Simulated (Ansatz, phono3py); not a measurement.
# GaN (P6_3mc): solver, mesh and scattering choices in phono3py, part 2 of 5

Aim: with force constants in hand, see how mesh, solver, isotopes and boundaries change the conductivity of GaN.

What experiment has found for this phase:
- thermal conductivity 210 W/m/K near room temperature (given in “Combining the AFLOW GIBBS and Elastic Libraries to efficiently and robustly screen thermo-mechanical properties of solids”, 2017, arXiv:1611.05714)

Ansatz 0.2.0 and phono3py 4.10.0; DFT LDA, scalar-relativistic, plane waves, PAW; PAW set soft_1 (the session's first sound run).

So far, κ at 300 K (W/m/K): step 3 (relaxation-time solution) 258; step 5 (isotopes none) 395.

The database entry behind the starting cell differs from later determinations by our own check (about 0.3 % short, ideal inner coordinate), so it need not match the best structure at ambient conditions.

## 6. Another q-mesh, third order supercell 3×3×2, supercell 3×3×2

Level of this step: DFT LDA, scalar-relativistic, plane waves, PAW; PAW set soft_1; phono3py on Ansatz's force constants (phono3py).

The q-mesh of the transport sums changes, with the same scattering terms.

Input file phono3py.yaml:

```yaml
phono3py:
  version: "4.10.0"
  frequency_unit_conversion_factor: 15.633302
  symmetry_tolerance: 1.00000e-05

physical_unit:
  atomic_mass: "AMU"
  length: "angstrom"

space_group:
  type: "P6_3mc"
  number: 186
  Hall_symbol: "P 6c -2c"

primitive_matrix:
- [  1.000000000000000,  0.000000000000000,  0.000000000000000 ]
- [  0.000000000000000,  1.000000000000000,  0.000000000000000 ]
- [  0.000000000000000,  0.000000000000000,  1.000000000000000 ]

supercell_matrix:
- [   3,   0,   0 ]
- [   0,   3,   0 ]
- [   0,   0,   2 ]

# [primitive_cell block left out]
unit_cell:
  lattice:
  - [     3.151649749982174,     0.000000000000000,     0.000000000000000 ] # a
  - [    -1.575824874991087,     2.729408747315437,     0.000000000000000 ] # b
  - [     0.000000000000000,     0.000000000000000,     5.138302933400000 ] # c
  points:
  - symbol: Ga # 1
    coordinates: [  0.333333333333333,  0.666666666666667, -0.000699069200000 ]
    mass: 69.723000
    reduced_to: 1
  - symbol: Ga # 2
    coordinates: [  0.666666666666667,  0.333333333333333,  0.499300930800000 ]
    mass: 69.723000
    reduced_to: 2
  - symbol: N # 3
    coordinates: [  0.333333333333333,  0.666666666666667,  0.375699069200000 ]
    mass: 14.007000
    reduced_to: 3
  - symbol: N # 4
    coordinates: [  0.666666666666667,  0.333333333333333,  0.875699069200000 ]
    mass: 14.007000
    reduced_to: 4

# [supercell block left out]
phonon_supercell_matrix:
- [   3,   0,   0 ]
- [   0,   3,   0 ]
- [   0,   0,   2 ]

# [phonon_primitive_cell block left out]
# [phonon_supercell block left out]
nac:
  born_effective_charge:
  - # 1 (Ga)
    - [  2.585481926279398,  0.000000000000000,  0.000000000000000 ]
    - [  0.000000000000000,  2.585481926279397,  0.000000000000000 ]
    - [  0.000000000000000,  0.000000000000000,  2.721583291749863 ]
  - # 2 (Ga)
    - [  2.585481926279398,  0.000000000000000,  0.000000000000000 ]
    - [  0.000000000000000,  2.585481926279397,  0.000000000000000 ]
    - [  0.000000000000000,  0.000000000000000,  2.721583291749863 ]
  - # 3 (N)
    - [ -2.585481926279397,  0.000000000000000,  0.000000000000000 ]
    - [  0.000000000000000, -2.585481926279398,  0.000000000000000 ]
    - [  0.000000000000000,  0.000000000000000, -2.721583291749863 ]
  - # 4 (N)
    - [ -2.585481926279398,  0.000000000000000,  0.000000000000000 ]
    - [  0.000000000000000, -2.585481926279397,  0.000000000000000 ]
    - [  0.000000000000000,  0.000000000000000, -2.721583291749863 ]
  dielectric_constant:
    - [  5.618895422893223,  0.000000000000000,  0.000000000000000 ]
    - [  0.000000000000000,  5.618895422893223,  0.000000000000000 ]
    - [  0.000000000000000,  0.000000000000000,  5.791620692379660 ]
  unit_conversion_factor: 14.399645
```

The run is started by

```sh
phono3py phono3py.yaml --mesh 5 5 3 --br --isotope --ts 100 300 600
```

Output:

```text
[banner, memory and clock lines left out]
Rust backend (phonors) using rayon (8 threads).
Running in phono3py.load mode.
Spglib version 2.8.0
----------------------------- General settings -----------------------------
Run mode: conductivity-RTA
HDF5 data compression filter: gzip
Crystal structure was read from "phono3py.yaml".
Supercell (dim): [3 3 2]
Phonon supercell (dim-fc2): [3 3 2]
Primitive matrix:
  [1. 0. 0.]
  [0. 1. 0.]
  [0. 0. 1.]
Spacegroup: P6_3mc (186)
Use -v option to watch primitive cell, unit cell, and supercell structures.
NAC parameters were read from "phono3py.yaml".
fc3 was read from "fc3.hdf5".
fc2 was read from "fc2.hdf5".
----------------------------- Force constants ------------------------------
Max drift of fc3: -0.00000400 (xzx) -0.00000400 (xzx) -0.00000400 (xxz)
Max drift of fc2: 0.00000800 (zz) 0.00000800 (zz)
--------------------------- Calculation settings ---------------------------
Non-analytical term correction (NAC): True
NAC unit conversion factor:  14.39964
BZ integration: Tetrahedron-method
Temperature:  100.0  300.0  600.0
Cutoff frequency: 0.01
Mesh sampling: [ 5 5 3 ]
Generating grid system ... [ 5 5 3 ]
fc3-r2q-transformation over three atoms: True
--------------------------- Phonon calculations ----------------------------
  PRB 50, 13035(R) (1994), PRB 55, 10355 (1997)
  G-cutoff distance: 1.17, Number of G-points: 313, Lambda: 0.29
Running harmonic phonon calculations...
-------------------- Lattice thermal conductivity (RTA) --------------------
Running heat capacity calculations...
Running velocity calculations...
Running isotope scattering calculations with tetrahedron method...
======================= Grid point 0 (1/10) =======================
q-point: ( 0.00  0.00  0.00)
Boundary mean free path (millimeter): 1000.000
Mass variance parameters: 1.97e-04 1.97e-04 1.84e-05 1.84e-05
Number of triplets: 10
Frequency     group velocity (x, y, z)     |gv|
  -0.003   (   0.000    0.000    0.000)    0.000
   0.003   (  -0.000    0.000    0.000)    0.000
   0.005   (   0.000    0.000   -0.000)    0.000
   4.193   (   0.000   -0.000    0.000)    0.000
   4.193   (  -0.000    0.000    0.000)    0.000
  10.071   (   0.000    0.000    0.000)    0.000
  16.140   (   0.000    0.000    0.000)    0.000
  16.799   (   0.000   -0.000   -0.000)    0.000
  16.799   (  -0.000    0.000    0.000)    0.000
  17.072   (   0.000    0.000    0.000)    0.000
  17.072   (   0.000   -0.000    0.000)    0.000
  20.927   (   0.000   -0.000   -0.000)    0.000
======================= Grid point 1 (2/10) =======================
q-point: ( 0.20  0.00  0.00)
Boundary mean free path (millimeter): 1000.000
Mass variance parameters: 1.97e-04 1.97e-04 1.84e-05 1.84e-05
Number of triplets: 18
Frequency     group velocity (x, y, z)     |gv|
   2.571   (  25.845   14.922    0.000)   29.843
   2.800   (  31.543   18.211    0.000)   36.423
   4.737   (  12.922    7.460    0.000)   14.921
   5.163   (  55.099   31.811    0.000)   63.623
[...]
[7 grid points left out]
======================= Grid point 38 (10/10) =======================
q-point: ( 0.40  0.20  0.33)
Boundary mean free path (millimeter): 1000.000
Mass variance parameters: 1.97e-04 1.97e-04 1.84e-05 1.84e-05
Number of triplets: 24
Frequency     group velocity (x, y, z)     |gv|
[...]
9.570   (   4.070   -7.050   13.180)   15.491
   9.733   (   4.712   -8.162    8.864)   12.938
  17.633   (   0.184   -0.319   -3.440)    3.459
  18.003   (   3.606   -6.246  -13.852)   15.618
  18.965   ( -11.036   19.115    9.232)   23.924
  19.419   (  -7.837   13.574   -3.458)   16.051
  20.466   (   6.001  -10.395    5.066)   13.028
  20.769   (   4.580   -7.932   -3.289)    9.732
=================== End of collection of collisions ===================
----------- Thermal conductivity (W/m-k) with tetrahedron method -----------
#  T(K)        xx         yy         zz         yz         xz         xy
  100.0     404.707    404.707    494.340     -0.000     -0.000     -0.000
  300.0     196.101    196.101    178.126     -0.000     -0.000     -0.000
  600.0     129.910    129.910    105.176     -0.000     -0.000     -0.000

Thermal conductivity related properties were written into
"kappa-m553.hdf5".
Summary of calculation was written in "phono3py.yaml".
```

The job ended after 1.3 s (8 threads of Intel Xeon at 2.70GHz, shared host; peak memory 0.08 GiB).

This step gave:

- κ at 300 K: 190.1 W/m/K
- κ xx, yy, zz at 300 K: 196.1, 196.1, 178.1 W/m/K

W/m/K. Kappa, by row:

```tsv
T (K)	xx	yy	zz	yz	xz	xy
100	404.7	404.7	494.3	0	0	0
300	196.1	196.1	178.1	0	0	0
600	129.9	129.9	105.2	0	0	0
```

This mesh is too coarse for the transport sums: κ at 300 K comes out at 190 against 258 W/(m K) in the base run.

## 7. Another q-mesh, third order supercell 3×3×2, supercell 3×3×2 (run 2)

The q-mesh of the transport sums changes, with the same scattering terms.

phono3py.yaml is that of step 6.

The run is started by

```sh
phono3py phono3py.yaml --mesh 7 7 5 --br --isotope --ts 100 300 600
```

Output:

```text
[banner, memory and clock lines left out]
Rust backend (phonors) using rayon (8 threads).
Running in phono3py.load mode.
Spglib version 2.8.0
----------------------------- General settings -----------------------------
Run mode: conductivity-RTA
HDF5 data compression filter: gzip
Crystal structure was read from "phono3py.yaml".
Supercell (dim): [3 3 2]
Phonon supercell (dim-fc2): [3 3 2]
Primitive matrix:
  [1. 0. 0.]
  [0. 1. 0.]
  [0. 0. 1.]
Spacegroup: P6_3mc (186)
Use -v option to watch primitive cell, unit cell, and supercell structures.
[...]
20.358   (  -5.330   -9.232    4.948)   11.753
  20.556   (  -4.325   -7.490   -5.012)    9.996
=================== End of collection of collisions ===================
----------- Thermal conductivity (W/m-k) with tetrahedron method -----------
#  T(K)        xx         yy         zz         yz         xz         xy
  100.0     573.733    573.733    767.560      0.000      0.000      0.000
  300.0     208.150    208.150    235.348      0.000      0.000      0.000
  600.0     117.185    117.185    130.932      0.000      0.000      0.000

Thermal conductivity related properties were written into
"kappa-m775.hdf5".
Summary of calculation was written in "phono3py.yaml".
```

The job ended after 2.4 s (8 threads; peak memory 0.08 GiB).

This mesh is too coarse for the transport sums: κ at 300 K comes out at 217 against 258 W/(m K) in the base run.

## 8. Another q-mesh, third order supercell 3×3×2, supercell 3×3×2 (run 3)

The q-mesh of the transport sums changes, with the same scattering terms.

phono3py.yaml is that of step 7.

The run is started by

```sh
phono3py phono3py.yaml --mesh 11 11 7 --br --isotope --ts 100 300 600
```

Output:

```text
[banner, memory and clock lines left out]
Rust backend (phonors) using rayon (8 threads).
Running in phono3py.load mode.
Spglib version 2.8.0
----------------------------- General settings -----------------------------
Run mode: conductivity-RTA
HDF5 data compression filter: gzip
Crystal structure was read from "phono3py.yaml".
Supercell (dim): [3 3 2]
Phonon supercell (dim-fc2): [3 3 2]
Primitive matrix:
  [1. 0. 0.]
  [0. 1. 0.]
  [0. 0. 1.]
Spacegroup: P6_3mc (186)
Use -v option to watch primitive cell, unit cell, and supercell structures.
[...]
20.266   (   7.027  -12.172    6.191)   15.358
  20.441   (   5.681   -9.839   -6.152)   12.920
=================== End of collection of collisions ===================
----------- Thermal conductivity (W/m-k) with tetrahedron method -----------
#  T(K)        xx         yy         zz         yz         xz         xy
  100.0     790.070    790.070    898.490      0.000      0.000     -0.000
  300.0     239.895    239.895    242.262      0.000      0.000      0.000
  600.0     130.886    130.886    130.757      0.000      0.000      0.000

Thermal conductivity related properties were written into
"kappa-m11117.hdf5".
Summary of calculation was written in "phono3py.yaml".
```

Elapsed: 7.5 s, on 8 threads; peak memory 0.08 GiB.

W/m/K. Kappa, by row:

```tsv
T (K)	xx	yy	zz	yz	xz	xy
100	790.1	790.1	898.5	0	0	0
300	239.9	239.9	242.3	0	0	0
600	130.9	130.9	130.8	0	0	0
```

κ at 300 K goes from 258 in the base run to 241 W/(m K).

## 9. Another q-mesh, third order supercell 3×3×2, supercell 3×3×2 (run 4)

The q-mesh of the transport sums changes, with the same scattering terms.

phono3py.yaml is that of step 8.

The run is started by

```sh
phono3py phono3py.yaml --mesh 15 15 9 --br --isotope --ts 100 300 600
```

Output:

```text
[banner, memory and clock lines left out]
Rust backend (phonors) using rayon (8 threads).
Running in phono3py.load mode.
Spglib version 2.8.0
----------------------------- General settings -----------------------------
Run mode: conductivity-RTA
HDF5 data compression filter: gzip
Crystal structure was read from "phono3py.yaml".
Supercell (dim): [3 3 2]
Phonon supercell (dim-fc2): [3 3 2]
Primitive matrix:
  [1. 0. 0.]
  [0. 1. 0.]
  [0. 0. 1.]
Spacegroup: P6_3mc (186)
Use -v option to watch primitive cell, unit cell, and supercell structures.
[...]
20.054   (  -0.000   -0.000   10.156)   10.156
  20.265   (  -0.000   -0.000   -9.145)    9.145
=================== End of collection of collisions ===================
----------- Thermal conductivity (W/m-k) with tetrahedron method -----------
#  T(K)        xx         yy         zz         yz         xz         xy
  100.0     863.744    863.744    960.731     -0.000     -0.000     -0.000
  300.0     252.165    252.165    249.010     -0.000     -0.000     -0.000
  600.0     135.209    135.209    131.768     -0.000      0.000     -0.000

Thermal conductivity related properties were written into
"kappa-m15159.hdf5".
Summary of calculation was written in "phono3py.yaml".
```

It took 30 s on 8 threads; peak memory 0.09 GiB; 3.6 min of CPU time.

κ at 300 K goes from 258 in the base run to 251 W/(m K).

## 10. Another q-mesh, third order supercell 3×3×2, supercell 3×3×2 (run 5)

The q-mesh of the transport sums changes, with the same scattering terms.

phono3py.yaml is that of step 9.

The run is started by

```sh
phono3py phono3py.yaml --mesh 21 21 11 --br --isotope --ts 100 300 600
```

Output:

```text
[banner, memory and clock lines left out]
Rust backend (phonors) using rayon (8 threads).
Running in phono3py.load mode.
Spglib version 2.8.0
----------------------------- General settings -----------------------------
Run mode: conductivity-RTA
HDF5 data compression filter: gzip
Crystal structure was read from "phono3py.yaml".
Supercell (dim): [3 3 2]
Phonon supercell (dim-fc2): [3 3 2]
Primitive matrix:
  [1. 0. 0.]
  [0. 1. 0.]
  [0. 0. 1.]
Spacegroup: P6_3mc (186)
Use -v option to watch primitive cell, unit cell, and supercell structures.
[...]
20.074   (  -0.000   -0.000   10.115)   10.115
  20.247   (  -0.000   -0.000   -9.282)    9.282
=================== End of collection of collisions ===================
----------- Thermal conductivity (W/m-k) with tetrahedron method -----------
#  T(K)        xx         yy         zz         yz         xz         xy
  100.0     911.890    911.890   1016.452     -0.000     -0.000      0.000
  300.0     259.247    259.247    255.875     -0.000     -0.000     -0.000
  600.0     137.670    137.670    134.260     -0.000     -0.000     -0.000

Thermal conductivity related properties were written into
"kappa-m212111.hdf5".
Summary of calculation was written in "phono3py.yaml".
```

Wall time 2.3 min (8 threads); peak memory 0.11 GiB; 18 min of CPU time.

W/m/K. Kappa, by row:

```tsv
T (K)	xx	yy	zz	yz	xz	xy
100	911.9	911.9	1016	0	0	0
300	259.2	259.2	255.9	0	0	0
600	137.7	137.7	134.3	0	0	0
```

κ at 300 K goes from 258 in the base run to 258 W/(m K).

## 11. Another q-mesh, third order supercell 3×3×2, supercell 3×3×2 (run 6)

The q-mesh of the transport sums changes, with the same scattering terms.

phono3py.yaml is that of step 10.

The run is started by

```sh
phono3py phono3py.yaml --mesh 27 27 15 --br --isotope --ts 100 300 600
```

Output:

```text
[banner, memory and clock lines left out]
Rust backend (phonors) using rayon (8 threads).
Running in phono3py.load mode.
Spglib version 2.8.0
----------------------------- General settings -----------------------------
Run mode: conductivity-RTA
HDF5 data compression filter: gzip
Crystal structure was read from "phono3py.yaml".
Supercell (dim): [3 3 2]
Phonon supercell (dim-fc2): [3 3 2]
Primitive matrix:
  [1. 0. 0.]
  [0. 1. 0.]
  [0. 0. 1.]
Spacegroup: P6_3mc (186)
Use -v option to watch primitive cell, unit cell, and supercell structures.
[...]
20.098   (  -0.000   -0.000   10.050)   10.050
  20.224   (  -0.000   -0.000   -9.435)    9.435
=================== End of collection of collisions ===================
----------- Thermal conductivity (W/m-k) with tetrahedron method -----------
#  T(K)        xx         yy         zz         yz         xz         xy
  100.0     941.368    941.368   1039.593     -0.000      0.000      0.000
  300.0     262.085    262.085    261.386     -0.000      0.000      0.000
  600.0     138.519    138.519    136.473     -0.000      0.000      0.000

Thermal conductivity related properties were written into
"kappa-m272715.hdf5".
Summary of calculation was written in "phono3py.yaml".
```

Wall time 10 min (8 threads); peak memory 0.16 GiB; 80 min of CPU time.

κ at 300 K goes from 258 in the base run to 262 W/(m K).

## 12. Mesh convergence

This step: DFT LDA, scalar-relativistic, plane waves, PAW; PAW set soft_1 (phono3py 4.10.0).

Series, by row:

```tsv
q mesh	kappa at 100 K (W/m/K)	kappa at 300 K (W/m/K)	kappa at 600 K (W/m/K)	seconds
5x5x3	434.6	190.1	121.7	1.33
7x7x5	638.3	217.2	121.8	2.38
11x11x7	826.2	240.7	130.9	7.54
15x15x9	896	251.1	134.1	30.29
21x21x11	946.6	258.1	136.6	140
27x27x15	974.3	261.9	137.8	622
```

[end of part 2 of 5]

[Logs are printed without paths, hosts, clocks, repeated set-up lines and the standing remarks that a program may print on its own settings, such as how far it seeks lower states.]

[Hosts, paths, dates, database ids (printed as entryN), source tags and the programs' standing remarks are cut or masked in the printed files.]

[A step with changed settings may run another functional than the one named; its input shows which.]
